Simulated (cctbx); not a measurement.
# What is wrong with this refinement?

Cell a = 11.7560 Å, b = 7.5340 Å, c = 12.6370 Å, α = 90.00°, β = 90.00°, γ = 90.00°; space group Amm2 (no. 38).

Simulated single-crystal data (cctbx): Mo Kα, λ = 0.71073 Å, to d = 0.75 Å, 70 % of the full sphere, strongest reflection 40000 counts, noise from counting, a 4 % proportional error and a noise floor of 15 counts (s.d.); no absorption.

An isotropic refinement with weights 1/σ² prints:

```text
Rint 0.040, 1517 unique reflections to 0.75 A
cycle     R1     wR2    GooF  max shift (A)
   1  0.0565  0.1531   2.322   0.10297
  12  0.0344  0.0845   1.281   0.02340
final R1 0.0342 wR2 0.0838 GooF 1.271  parameters 28  data/parameter 54.2
atom        x        y        z      Ueq    occ   su(xyz)  su(Uiso or U11)
Eu1    0.76017  0.50000  0.32871   0.0143  1.000  0.00010  0.0003
Eu2    0.74117  0.50000  0.82106   0.0137  1.000  0.00009  0.0003
Eu3    0.74207  0.76279  0.08462   0.0188  1.000  0.00008  0.0002
Eu4    0.00000  0.75437  0.91673   0.0175  1.000  0.00013  0.0003
Eu5    0.50000  0.74776  0.91631   0.0138  1.000  0.00012  0.0002
Eu6    0.00000  0.50000  0.15959   0.0194  1.000  0.00014  0.0003
Eu7    0.00000  0.50000  0.66440   0.0172  1.000  0.00013  0.0003
Ni1    0.50000  0.50000  0.66355   0.0241  1.000  0.00043  0.0009
Na1    0.50000  0.50000  0.15838   0.0328  1.000  0.00155  0.0031
Na2    0.81761  0.10242  0.74664   0.2125  1.000  0.00375  0.0113
difference map: max 2.41 min -2.14 rms 0.44
Q1    0.0000  0.1813  0.9100    4    2.58  0.49 A from Eu4
Q2    0.0000  0.1977  0.4309    4    2.17  0.46 A from Eu4
Q3    0.0654  0.0000  0.0702    4    1.93  1.42 A from Eu7
Q4    0.5000  0.2088  0.7024    4    1.87  1.67 A from Na1
Q5    0.0000  0.0000  0.1462    2    1.87  0.23 A from Eu7
Q6    0.2602  0.0592  0.3308    8    1.86  0.46 A from Eu2
```

**Question.** Can this result stand? If not, what is the likely fault?

Mend it. The fault: spurious atom: Na2. Against the right model at the same level, R1 goes from 0.0293 to 0.0342 and GooF from 0.98 to 1.27 and Na2 takes U = 0.21 Å². A site with no density behind it hides by a very large U or drifts. The fit had not settled when the cycles ran out.

The compound is NaEu14Ni. The right model at the same level gives:

```text
Rint 0.040, 1517 unique reflections to 0.75 A
cycle     R1     wR2    GooF  max shift (A)
   1  0.1458  0.3347   5.069   0.07408
   6  0.0293  0.0648   0.981   0.00032
final R1 0.0293 wR2 0.0648 GooF 0.981  parameters 24  data/parameter 63.2
atom        x        y        z      Ueq    occ   su(xyz)  su(Uiso or U11)
Eu1    0.76033  0.50000  0.32870   0.0151  1.000  0.00008  0.0002
Eu2    0.74124  0.50000  0.82113   0.0140  1.000  0.00007  0.0002
Eu3    0.74211  0.76284  0.08462   0.0194  1.000  0.00006  0.0002
Eu4    0.00000  0.75431  0.91665   0.0178  1.000  0.00010  0.0002
Eu5    0.50000  0.74774  0.91644   0.0142  1.000  0.00009  0.0002
Eu6    0.00000  0.50000  0.15951   0.0197  1.000  0.00011  0.0002
Eu7    0.00000  0.50000  0.66429   0.0175  1.000  0.00010  0.0002
Ni1    0.50000  0.50000  0.66386   0.0242  1.000  0.00033  0.0007
Na1    0.50000  0.50000  0.15870   0.0308  1.000  0.00115  0.0023
difference map: max 2.00 min -2.01 rms 0.36
Q1    0.0000  0.1762  0.9098    4    2.14  0.53 A from Eu4
Q2    0.0000  0.1943  0.4357    4    1.90  0.51 A from Eu4
Q3    0.2483  0.0000  0.1481    4    1.67  1.96 A from Eu3
Q4    0.0677  0.0000  0.0710    4    1.56  1.42 A from Eu7
Q5    0.0000  0.0000  0.7760    2    1.54  1.47 A from Eu6
Q6    0.5000  0.2099  0.7028    4    1.53  1.68 A from Na1
```

The model is made up (kin elements in a known structure type, no relaxation), so it says nothing on whether the phase exists.

[Middle refinement cycles are left out of these outputs.]

[Logs are printed without paths, hosts, clocks, repeated set-up lines and the standing remarks that a program may print on its own settings, such as how far it seeks lower states.]
